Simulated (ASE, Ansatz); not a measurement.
**Structural relaxation of random rock-salt (Ti, Nb, Ta, Hf)C solid solution (64 atoms)**

How does random rock-salt (Ti, Nb, Ta, Hf)C solid solution (64 atoms) relax, and what do bonds, charges and levels look like afterwards?

Main program and level: Ansatz 0.2.0; Kohn-Sham DFT, PBE, PAW (set soft_2), plane waves.

### 1. The structure

The cell holds 64 atoms: 11 Nb, 32 C, 3 Ti, 9 Hf and 9 Ta. Cell: a = 8.990 Å, b = 8.990 Å, c = 8.990 Å, α = 90.0°, β = 90.0°, γ = 90.0°. It derives from TiC and HfC, TaC and NbC. Rock-salt lattice (a = 4.495 Å, the mean of the end members), 2 x 2 x 2 cells, metal sites filled at random with 3 Ti, 11 Nb, 9 Ta, 9 Hf; every coordinate displaced by a Gaussian of 0.05 Å.

Limits known from the start: The host structure and its lattice constant were typed by rule, without a check against the phase diagram. The levels lack spin–orbit coupling, which is large for the heavy elements here.

### 2. Single point at the start

A single point comes first, to see the forces before anything moves.

Contents of input.yaml:

```yaml
crystal:
  lattice:
    - [8.99, 0.0, 0.0]
    - [0.0, 8.99, 0.0]
    - [0.0, 0.0, 8.99]
  atoms:
    - { symbol: Nb, position: [0.00683, 0.99902, 0.00897] }
    - { symbol: C, position: [0.24983, 0.00371, 0.99754] }
    - { symbol: Ti, position: [0.99349, 0.2529, 0.24895] }
    - { symbol: C, position: [0.24481, 0.24973, 0.25257] }
    - { symbol: Hf, position: [0.24597, 0.00291, 0.24251] }
    - { symbol: C, position: [0.99706, 0.00229, 0.2525] }
    - { symbol: Ta, position: [0.24825, 0.24788, 0.00178] }
    - { symbol: C, position: [0.98675, 0.24884, 0.01182] }
    - { symbol: Ti, position: [0.99972, 0.00195, 0.48842] }
    - { symbol: C, position: [0.25225, 0.99601, 0.49735] }
    - { symbol: Ta, position: [0.00341, 0.25324, 0.75199] }
    - { symbol: C, position: [0.25235, 0.24494, 0.74715] }
    - { symbol: Ta, position: [0.2498, 0.00124, 0.73814] }
    - { symbol: C, position: [0.99944, 0.00592, 0.74126] }
    - { symbol: Nb, position: [0.25071, 0.26144, 0.49912] }
    - { symbol: C, position: [0.99779, 0.24742, 0.50558] }
    - { symbol: Ti, position: [0.00487, 0.50351, 0.00433] }
    - { symbol: C, position: [0.24872, 0.49764, 0.00339] }
    - { symbol: Nb, position: [0.99908, 0.75055, 0.24723] }
    - { symbol: C, position: [0.24697, 0.74801, 0.24246] }
    - { symbol: Nb, position: [0.2517, 0.50066, 0.25217] }
    - { symbol: C, position: [0.99899, 0.4995, 0.25178] }
    - { symbol: Nb, position: [0.24696, 0.74339, 0.99357] }
    - { symbol: C, position: [0.9974, 0.75502, 0.99696] }
    - { symbol: Nb, position: [0.00097, 0.50262, 0.50599] }
    - { symbol: C, position: [0.25514, 0.50093, 0.50276] }
    - { symbol: Ta, position: [0.99858, 0.74657, 0.7474] }
    - { symbol: C, position: [0.25752, 0.76254, 0.74863] }
    - { symbol: Hf, position: [0.25045, 0.48835, 0.73542] }
    - { symbol: C, position: [0.00088, 0.50547, 0.7475] }
    - { symbol: Hf, position: [0.25122, 0.75678, 0.48935] }
    - { symbol: C, position: [0.00648, 0.74691, 0.49399] }
    - { symbol: Nb, position: [0.50012, 0.00255, 0.99724] }
    - { symbol: C, position: [0.74728, 0.99085, 0.00145] }
    - { symbol: Hf, position: [0.49825, 0.24484, 0.2466] }
    - { symbol: C, position: [0.73609, 0.25024, 0.25029] }
    - { symbol: Hf, position: [0.73946, 0.00273, 0.25175] }
    - { symbol: C, position: [0.50419, 0.99961, 0.25186] }
    - { symbol: Nb, position: [0.74358, 0.24482, 0.9974] }
    - { symbol: C, position: [0.51179, 0.24485, 0.99368] }
    - { symbol: Ta, position: [0.49953, 0.00962, 0.49935] }
    - { symbol: C, position: [0.75183, 0.99596, 0.50936] }
    - { symbol: Ta, position: [0.49944, 0.24073, 0.74443] }
    - { symbol: C, position: [0.75609, 0.26496, 0.75079] }
    - { symbol: Nb, position: [0.74607, 0.9952, 0.75415] }
    - { symbol: C, position: [0.51106, 0.99885, 0.75952] }
    - { symbol: Ta, position: [0.74907, 0.25749, 0.50061] }
    - { symbol: C, position: [0.49556, 0.24302, 0.49143] }
    - { symbol: Hf, position: [0.50551, 0.49715, 0.0001] }
    - { symbol: C, position: [0.7568, 0.49383, 0.00316] }
    - { symbol: Ta, position: [0.50956, 0.73825, 0.25062] }
    - { symbol: C, position: [0.75263, 0.75361, 0.24942] }
    - { symbol: Hf, position: [0.75249, 0.49394, 0.24093] }
    - { symbol: C, position: [0.49272, 0.50504, 0.25429] }
    - { symbol: Hf, position: [0.74178, 0.7556, 0.00315] }
    - { symbol: C, position: [0.50545, 0.75353, 0.00544] }
    - { symbol: Ta, position: [0.49965, 0.50987, 0.50996] }
    - { symbol: C, position: [0.74898, 0.50018, 0.5086] }
    - { symbol: Nb, position: [0.4945, 0.74985, 0.73918] }
    - { symbol: C, position: [0.75041, 0.75431, 0.75272] }
    - { symbol: Nb, position: [0.74626, 0.49868, 0.75751] }
    - { symbol: C, position: [0.50677, 0.4976, 0.75084] }
    - { symbol: Hf, position: [0.74177, 0.7482, 0.50383] }
    - { symbol: C, position: [0.49471, 0.74273, 0.49198] }
kpoints:
  mp_grid: { grid: [2, 2, 2] }
hamiltonian:
  xc: pbe
scf:
  occupations: { method: fermi_dirac, width: 0.05 }
output:
  forces: true
  stress: true
  populations: true
  dos:
    method: { smearing: { sigma: 0.08 } }
    de: 0.1
    projected: { site_lists: { C: [C], Hf: [Hf], Nb: [Nb], Ta: [Ta], Ti: [Ti] } }
  eigenvalues: true
```

Command:

```bash
$ ansatz run input.yaml --threads 32 --pin off --max-ram 143360MiB --backend cuda --events-out ev --progress --plain --runs-dir out
```

Numbers of over 12 decimals in the logs are rounded to 6 here.

What it wrote:

```text
Engine: ansatz 0.2.0, aarch64-unknown-linux-gnu
Pseudopotentials: kind: paw
Pseudopotential: Nb, paw, valence charge 13, recommended cutoff 420 eV (normal), Nb.paw.azcp
Pseudopotential: C, paw, valence charge 4, recommended cutoff 420 eV (normal), C.paw.azcp
Pseudopotential: Ti, paw, valence charge 12, recommended cutoff 420 eV (normal), Ti.paw.azcp
Pseudopotential: Hf, paw, valence charge 26, recommended cutoff 420 eV (normal), Hf.paw.azcp
Pseudopotential: Ta, paw, valence charge 13, recommended cutoff 420 eV (normal), Ta.paw.azcp
[... 5 lines on functional and potentials left out ...]
device memory: the entry about to start is reckoned to put 24.0 GiB on a device that reports 182.5 GiB free
GPU FFT provider: cuFFT
GPU libraries: cuBLAS 13.8.1, cuFFT 12.4.0, cuSOLVER 12.3.2
GPU matrix products: emulated (plane waves: as basis.precision tells), large ones in fixed point in workspaces of 1.00 GiB
Crystal: 64 atoms, lattice volume = 726.573 Å³
Basis set: ecut = 420 eV, 14147 PW (Γ), exchange–correlation on 128×128×128 points (8 copies of the dense FFT grid, shifted against one another)
Bands: 395, of which v1, the nominal top of the filled ones, is band 329 counted from 1 (328 counted from 0)
Symmetry: 1 space group operations
Space group: P1 (ITA 1), of the structure as read, at distance tolerance 9.0e-5 Å
k-points: 8
[... 11 lines on functional and potentials left out ...]
Initial density: superposition of atomic densities (neutral atoms: chi_scale 0, normalization atom), corrected by the library's trained network
Initial wavefunctions: pseudopotential atomic-orbital guess
GPU buffer pool allocated for 262144 grid points (all kernels)
GPU transforms: local potential and band sums: pruned to the plane-wave sphere, on 64×64×64
Functional: x = pbe(κ = 0.804, μ = 0.219515), c = pbe(β = 0.066725)
SCF iter   1: F=—  HF=-296525.775694 eV  |F-HF|=—  |Δ(HF+E_count)|=         —  Δρ=5.40e-3  dr2=7.87e-1  ethr=1.77e-3  ⟨swp⟩=4.6  Hψ=11650  notcnv=0  defer=259
preconditioner: auto → Kerker (q_TF=auto, 2.684 Å⁻¹)  [metal: Δε(μ)=0.011 eV  Ē_g=9.407 eV  σ=0.050 eV  W_gap=0.05  n_scr=250 (ndim 8)  ℏωp=27.6 eV  f_vac=0.000  D(μ)=42.35/eV (n_scr^D=436)]
SCF iter   2: F=—  HF=-296525.724582 eV  |F-HF|=—  |Δ(HF+E_count)|=   5.11e-2  Δρ=3.05e-3  dr2=3.25e-1  ethr=1.20e-4  ⟨swp⟩=1.0  Hψ=3640  notcnv=0  defer=274
SCF iter   3: F=—  HF=-296525.700503 eV  |F-HF|=—  |Δ(HF+E_count)|=   2.41e-2  Δρ=7.54e-4  dr2=1.49e-2  ethr=4.94e-5  ⟨swp⟩=2.2  Hψ=3765  notcnv=0  defer=274
SCF iter   4: F=—  HF=-296525.696064 eV  |F-HF|=—  |Δ(HF+E_count)|=   4.44e-3  Δρ=4.75e-4  dr2=4.13e-3  ethr=2.26e-6  ⟨swp⟩=2.0  Hψ=5394  notcnv=0  defer=274
SCF iter   5: F=—  HF=-296525.692405 eV  |F-HF|=—  |Δ(HF+E_count)|=   3.66e-3  Δρ=1.30e-4  dr2=3.79e-4  ethr=6.27e-7  ⟨swp⟩=2.0  Hψ=4368  notcnv=0  defer=274
SCF iter   6: F=—  HF=-296525.691252 eV  |F-HF|=—  |Δ(HF+E_count)|=   1.15e-3  Δρ=3.89e-5  dr2=2.52e-5  ethr=5.77e-8  ⟨swp⟩=2.1  Hψ=3697  notcnv=0  defer=274
SCF iter   7: F=—  HF=-296525.695159 eV  |F-HF|=—  |Δ(HF+E_count)|=   3.91e-3  Δρ=1.27e-5  dr2=1.69e-6  ethr=3.83e-9  ⟨swp⟩=2.0  Hψ=5706  notcnv=0  defer=323
SCF iter   8: F=—  HF=-296525.695159 eV  |F-HF|=—  |Δ(HF+E_count)|=   7.82e-8  Δρ=9.08e-6  dr2=8.27e-7  ethr=2.57e-10  ⟨swp⟩=2.9  Hψ=5431  notcnv=0  defer=323
SCF iter   9: F=-296525.695158 eV  HF=-296525.695158 eV  |F-HF|=4.49e-8  |Δ(HF+E_count)|=   9.71e-7  Δρ=2.05e-6  dr2=6.53e-8  ethr=1.52e-11  ⟨swp⟩=9.1  Hψ=14444  notcnv=0
SCF 1 converged in 9 iterations: F = -296525.695158 eV  dr2 = 6.53e-8
  greatest PAW one-centre occupation: 0.999 electrons in one spin orbital (limit 2), on the Ta atom at site 56 (counted from 0), in its partial waves of l = 0
SCF converged after 9 iterations
Free energy (F): -296525.695158 eV
Harris-Foulkes:  -296525.695158 eV  (|F-HF|=4.49e-8)
Internal energy: -296525.335661 eV  (E = F + TS)
E sigma→0 (E₀):  -296525.515409 eV
Entropy (-TS):   -0.359497 eV (-5.617 meV/atom)
Fermi energy:    19.459410 eV
--- Per-component energies (eV) ---
  E_band       = -271.641461
  E_kinetic    = 15173.418948
  E_local      = -69219.536715  (includes V_loc(G=0)·N_el)
  E_nonlocal   = -8897.265279
  E_hartree    = 30859.709265
  E_xc         = -8484.612512
  E_vxc        = -8923.937499  (∫ρ·V_xc dr)
  E_paw        = -178036.359795  (= ΣΔE_a)
  E_vpaw       = 9876.228241  (= ΣTr[D̂ρ^β])
  E_aug_tail   = 0.002037  (compensation charges beyond the density's cutoff)
  E_ewald      = -77920.691611
  E_smearing   = -0.359497  (= −TS)
  E_closure    = -0.000000  (closes the sum)
  Σ components = -296525.695158   (vs F -296525.695158, Δ=0.00e0)
--- Forces (eV/Å), atoms counted from 1 ---
[... 64 lines of forces left out ...]
  max |Σ_I F_I| component: 7.70e-5 eV/Å
--- Stress (GPa, compression-positive) ---
        5.940425      -0.039299      -0.042294
       -0.039299       7.291956      -0.005924
       -0.042294      -0.005924       6.239608
  P = ⅓ Tr σ = 6.4907 GPa (64.907 kbar)
--- Band table (eV; the first three rows and the last of 8) ---
--- Löwdin populations: 64 sites ---
  site symbol       q [e]
[... 64 lines, one an atom, left out ...]
  spilling = 0.002285 (of n_electrons = 658.000000)
```

It took 3.2 s on 1 × NVIDIA GB200 with 32 threads of Arm Neoverse V2, shared host; peak memory 2.4 GiB; 12 s of CPU time.

That memory is the host's; the program planned up to 24 GiB on the GPU. Forces of this run were stored rounded, and per-atom blocks of the log weren't kept.

Numbers from this run:

```yaml
free_energy: -296525.6952 eV
free_energy_per_atom: -4633.2140 eV/atom
scf_cycles: 9
pressure: 6.491 GPa
r_m_s_force_component: 0.8634 eV/Å
longest_force: 3.612 eV/Å
fermi_energy: 19.46 eV
levels_partly_filled_by_over_2_per_cent: 65
spilling_of_the_projection: 0.002285
```

The r.m.s. force component of 0.86 eV/Å and the pressure of 6.5 GPa set the starting point.

Length of the force by element:

```
element  coordination  atoms  mean length of the force (eV/Å)  spread  least   most
      C           all     32                             1.27   0.569  0.375   2.28
     Hf           all      9                             2.06   0.653   1.42   3.61
     Nb           all     11                             1.27   0.360  0.530   1.92
     Ta           all      9                             1.28   0.663  0.546   2.46
     Ti           all      3                            0.596   0.148  0.417  0.779
```

### 3. Relaxation

With the cell held, the atoms are moved downhill towards a nearby minimum.

input.yaml, the sections that differ from step 2:

```yaml
output:
  forces: true
relax:
  f_tol: 0.03
  max_steps: 200
# crystal, kpoints, hamiltonian, scf: as in step 2
```

What it wrote:

```text
[...]
GPU FFT provider: cuFFT
GPU libraries: cuBLAS 13.8.1, cuFFT 12.4.0, cuSOLVER 12.3.2
[...]
Crystal: 64 atoms, lattice volume = 726.573 Å³
Basis set: ecut = 420 eV, 14147 PW (Γ), exchange–correlation on 128×128×128 points (8 copies of the dense FFT grid, shifted against one another)
Bands: 395, of which v1, the nominal top of the filled ones, is band 329 counted from 1 (328 counted from 0)
Symmetry: 1 space group operations
[...]
k-points: 8
[...]
GPU buffer pool allocated for 262144 grid points (all kernels)
[...]
SCF iter   1: F=—  HF=-296525.775694 eV  |F-HF|=—  |Δ(HF+E_count)|=         —  Δρ=5.40e-3  dr2=7.87e-1  ethr=1.77e-3  ⟨swp⟩=4.6  Hψ=11650  notcnv=0  defer=259
[...]
SCF iter   7: F=-296525.695156 eV  HF=-296525.695159 eV  |F-HF|=3.00e-6  |Δ(HF+E_count)|=   1.37e-6  Δρ=1.22e-5  dr2=1.66e-6  ethr=3.42e-9  ⟨swp⟩=4.0  Hψ=8840  notcnv=0
SCF 1 converged in 7 iterations: F = -296525.695156 eV  dr2 = 1.66e-6
[...]
relax step   1: F+E_penalty+E_count = -296525.69515553 eV  Δ(F+E_penalty+E_count) = +0.000e0 eV  max|allowed force component| = 3.174e0 eV/Å  Δτ_max = 0.0000 Å  (7 SCF iters, dr2 threshold 2.25e-5 eV, accepted)
[... from here on, the SCF cycles and remarks between the steps are left out ...]
relax step   2: F+E_penalty+E_count = -296528.52743163 eV  Δ(F+E_penalty+E_count) = -2.832e0 eV  max|allowed force component| = 1.619e0 eV/Å  Δτ_max = 0.1945 Å  (7 SCF iters, dr2 threshold 1.00e-4 eV, accepted)
relax step   3: F+E_penalty+E_count = -296529.91005736 eV  Δ(F+E_penalty+E_count) = -1.383e0 eV  max|allowed force component| = 3.513e-1 eV/Å  Δτ_max = 0.1138 Å  (7 SCF iters, dr2 threshold 1.00e-4 eV, accepted)
relax step   4: F+E_penalty+E_count = -296529.94561329 eV  Δ(F+E_penalty+E_count) = -3.556e-2 eV  max|allowed force component| = 4.053e-1 eV/Å  Δτ_max = 0.0757 Å  (7 SCF iters, dr2 threshold 7.71e-6 eV, accepted)
relax step   5: F+E_penalty+E_count = -296530.01441698 eV  Δ(F+E_penalty+E_count) = -6.880e-2 eV  max|allowed force component| = 2.255e-1 eV/Å  Δτ_max = 0.0423 Å  (6 SCF iters, dr2 threshold 1.03e-5 eV, accepted)
relax step   6: F+E_penalty+E_count = -296530.04442358 eV  Δ(F+E_penalty+E_count) = -3.001e-2 eV  max|allowed force component| = 1.364e-1 eV/Å  Δτ_max = 0.0201 Å  (6 SCF iters, dr2 threshold 1.57e-5 eV, accepted)
relax step   7: F+E_penalty+E_count = -296529.99643985 eV  Δ(F+E_penalty+E_count) = +4.798e-2 eV  max|allowed force component| = 5.795e-1 eV/Å  Δτ_max = 0.0871 Å  (7 SCF iters, dr2 threshold 5.76e-6 eV, rejected (line search))
relax step   8: F+E_penalty+E_count = -296530.06291786 eV  Δ(F+E_penalty+E_count) = -1.849e-2 eV  max|allowed force component| = 7.497e-2 eV/Å  Δτ_max = 0.0258 Å  (9 SCF iters, accepted)
relax step   9: F+E_penalty+E_count = -296530.06541741 eV  Δ(F+E_penalty+E_count) = -2.500e-3 eV  max|allowed force component| = 8.600e-2 eV/Å  Δτ_max = 0.0280 Å  (7 SCF iters, dr2 threshold 1.70e-6 eV, accepted)
relax step  10: F+E_penalty+E_count = -296530.06822495 eV  Δ(F+E_penalty+E_count) = -2.808e-3 eV  max|allowed force component| = 4.250e-2 eV/Å  Δτ_max = 0.0112 Å  (6 SCF iters, dr2 threshold 2.23e-6 eV, accepted)
relax step  11: F+E_penalty+E_count = -296530.06939438 eV  Δ(F+E_penalty+E_count) = -1.169e-3 eV  max|allowed force component| = 2.239e-2 eV/Å  Δτ_max = 0.0068 Å  (7 SCF iters, accepted)
SCF converged after 7 iterations
Free energy (F): -296530.069394 eV
[...]
Internal energy: -296529.872272 eV  (E = F + TS)
E sigma→0 (E₀):  -296529.970833 eV
Entropy (-TS):   -0.197122 eV (-3.080 meV/atom)
Fermi energy:    19.470013 eV
[...]
--- Forces (eV/Å), atoms counted from 1 ---
[... 64 lines of forces left out ...]
  max |Σ_I F_I| component: 5.22e-5 eV/Å
--- Relaxed structure (11 steps of the walk, 10 accepted, 0 SCFs on fresh bases) ---
  F+E_penalty+E_count = -296530.06939438 eV   max|allowed force component| = 2.239e-2 eV/Å
  atoms:
[... 64 atom lines left out ...]
```

The job ended after 11 s (1 × NVIDIA GB200 with 32 threads; peak memory 1.6 GiB; 64 s of CPU time).

That memory is the host's; the program planned up to 20.6 GiB on the GPU.

Step by step:

```csv
step,energy less that of the first step (eV),largest force component (eV/Å)
1,0.0000,3.1744
2,-2.8323,1.6188
3,-4.2149,0.3513
4,-4.2505,0.4053
5,-4.3193,0.2255
6,-4.3493,0.1364
7,-4.3013,0.5795
8,-4.3678,0.0750
9,-4.3703,0.0860
10,-4.3731,0.0425
11,-4.3742,0.0224
```

Relaxation step 7 was tried and not accepted.

The atoms that moved most (Å):

```csv
atom,dx,dy,dz,length
Nb1,-0.096,0.099,-0.133,0.191
C8,0.130,0.053,-0.108,0.177
C46,-0.124,0.037,-0.114,0.173
Ta51,-0.107,0.121,-0.045,0.168
Nb59,0.041,0.099,0.128,0.167
Nb39,0.157,0.038,-0.029,0.164
Hf29,-0.026,0.094,0.129,0.162
C36,0.150,-0.009,0.017,0.152
```

The relaxation changed the energy by -68.3 meV/atom, and atoms moved by 0.10 Å r.m.s., 0.19 Å at most.

### 4. Local order after relaxation

Bonds before and after, by the cutoffs listed below:

```csv
pair,bonds before,bonds after,mean before (Å),mean after (Å),spread before (Å),spread after (Å)
C-Nb,66,66,2.241,2.256,0.067,0.054
C-Hf,54,54,2.257,2.262,0.078,0.022
C-Ta,54,54,2.255,2.234,0.075,0.043
C-Ti,18,18,2.245,2.225,0.054,0.047
```

Density 10.9 g/cm³, 11.35 Å³ an atom.

Pair distribution functions g(r), in bins of 0.2 Å:

```
r (Å)  total   C-C  C-Nb   C-Hf  C-Ta  C-Ti  Nb-Nb
 2.10   0.67  0.00  1.57   0.00  2.14  1.97   0.00
 2.30   4.71  0.00  9.09  10.62  8.77  9.00   0.00
 2.50   0.00  0.00  0.00   0.00  0.00  0.00   0.00
 2.70   0.00  0.00  0.00   0.00  0.00  0.00   0.00
 2.90   0.00  0.00  0.00   0.00  0.00  0.00   0.00
 3.10   3.52  7.76  0.00   0.00  0.00  0.00   6.97
 3.30   1.85  2.98  0.00   0.00  0.00  0.00   3.16
 3.50   0.00  0.00  0.00   0.00  0.00  0.00   0.00
 3.70   0.04  0.00  0.12   0.00  0.14  0.00   0.00
 3.90   2.33  0.00  4.55   4.76  4.64  4.79   0.00
 4.10   0.02  0.00  0.10   0.00  0.00  0.00   0.00
 4.30   0.07  0.00  0.00   0.00  0.00  0.00   0.25
 4.50   1.21  2.68  0.00   0.00  0.00  0.00   0.47
 4.70   0.05  0.00  0.00   0.00  0.00  0.00   0.22
 4.90   1.19  0.00  3.10   1.67  2.20  2.31   0.00
 5.10   3.11  0.00  5.48   6.90  6.36  6.28   0.00
 5.30   0.09  0.00  0.00   0.00  0.00  0.00   0.67
 5.50   3.35  7.15  0.00   0.00  0.00  0.00   5.21
 5.70   0.13  0.00  0.00   0.00  0.00  0.00   1.66
 5.90   0.00  0.00  0.00   0.00  0.00  0.00   0.00
 6.10   0.00  0.00  0.00   0.00  0.00  0.00   0.00
 6.30   1.11  2.53  0.00   0.00  0.00  0.00   1.69
 6.50   0.22  0.15  0.00   0.00  0.00  0.00   1.14
 6.70   2.65  0.00  4.95   5.76  5.28  5.45   0.00
 6.90   0.37  0.00  1.02   0.22  0.69  0.52   0.20
 7.10   2.08  4.29  0.00   0.00  0.00  0.00   3.58
 7.30   0.24  0.00  0.77   0.04  0.35  0.44   0.18
 7.50   1.74  0.00  3.13   3.87  3.55  3.46   0.00
```

Bonds by pair of elements; cutoffs follow the first minimum of g(r), held within bounds set by covalent radii, and pairs that aren't listed don't count as bonded (cutoffs were set anew for this text, so counts can differ from the run's own analysis):

```csv
pair A-B,cutoff (Å),bonds,mean length (Å),spread (Å),shortest (Å),B about A,A about B
C-Nb,2.77,66,2.26,0.054,2.15,2.06,6
C-Hf,2.68,54,2.26,0.022,2.22,1.69,6
C-Ta,2.68,54,2.23,0.043,2.13,1.69,6
C-Ti,2.68,18,2.23,0.047,2.13,0.562,6
```

How many atoms have how many bonded neighbours:

| element | mean | 6 |
| --- | --- | --- |
| C | 6 | 32 |
| Hf | 6 | 9 |
| Nb | 6 | 11 |
| Ta | 6 | 9 |
| Ti | 6 | 3 |

Bond angles, per cent of each kind in bins of 5°:

| angle (°) | C-Nb-C | C-Hf-C | C-Ta-C | Hf-C-Nb | Nb-C-Ta |
| --- | --- | --- | --- | --- | --- |
| 85–90 | 41.2 | 34.1 | 39.3 | 41.2 | 31.0 |
| 90–95 | 38.2 | 45.9 | 40.0 | 37.3 | 43.0 |
| 95–100 | 0.6 | 0.0 | 0.7 | 0.0 | 0.0 |
| 100–105 | 0.0 | 0.0 | 0.0 | 0.0 | 0.0 |
| 105–110 | 0.0 | 0.0 | 0.0 | 0.0 | 0.0 |
| 110–115 | 0.0 | 0.0 | 0.0 | 0.0 | 0.0 |
| 115–120 | 0.0 | 0.0 | 0.0 | 0.0 | 0.0 |
| 120–125 | 0.0 | 0.0 | 0.0 | 0.0 | 0.0 |
| 125–130 | 0.0 | 0.0 | 0.0 | 0.0 | 0.0 |
| 130–135 | 0.0 | 0.0 | 0.0 | 0.0 | 0.0 |
| 135–140 | 0.0 | 0.0 | 0.0 | 0.0 | 0.0 |
| 140–145 | 0.0 | 0.0 | 0.0 | 0.0 | 0.0 |
| 145–150 | 0.0 | 0.0 | 0.0 | 0.0 | 0.0 |
| 150–155 | 0.0 | 0.0 | 0.0 | 0.0 | 0.0 |
| 155–160 | 0.0 | 0.0 | 0.0 | 0.0 | 0.0 |
| 160–165 | 0.0 | 0.0 | 0.0 | 0.0 | 0.0 |
| 165–170 | 0.0 | 0.0 | 0.0 | 0.0 | 0.0 |
| 170–175 | 4.9 | 0.0 | 0.7 | 1.0 | 2.0 |
| 175–180 | 15.2 | 20.0 | 19.3 | 20.6 | 24.0 |

Bond angles (no mean is given where the spread exceeds 20°):

| angle | count | mean (°) | spread (°) |
| --- | --- | --- | --- |
| C-Nb-C | 165 | - | - |
| C-Hf-C | 135 | - | - |
| C-Ta-C | 135 | - | - |
| Hf-C-Nb | 102 | - | - |
| Nb-C-Ta | 100 | - | - |

For some of the pairs, g(r) has its first main peak near 3.18 Å (C-C), 2.25 Å (C-Nb), 2.26 Å (C-Hf), 2.23 Å (C-Ta), 2.22 Å (C-Ti) and 3.14 Å (Nb-Nb). Counting bonds as in the table, all C atoms have 6, all Hf atoms have 6, all Nb atoms have 6 and all Ta atoms have 6 bonded neighbours.

[end of part 1 of 2]

[Logs are printed without paths, hosts, clocks, repeated set-up lines and the standing remarks that a program may print on its own settings, such as how far it seeks lower states.]

[Hosts, paths, dates, database ids (printed as entryN), source tags and the programs' standing remarks are cut or masked in the printed files.]
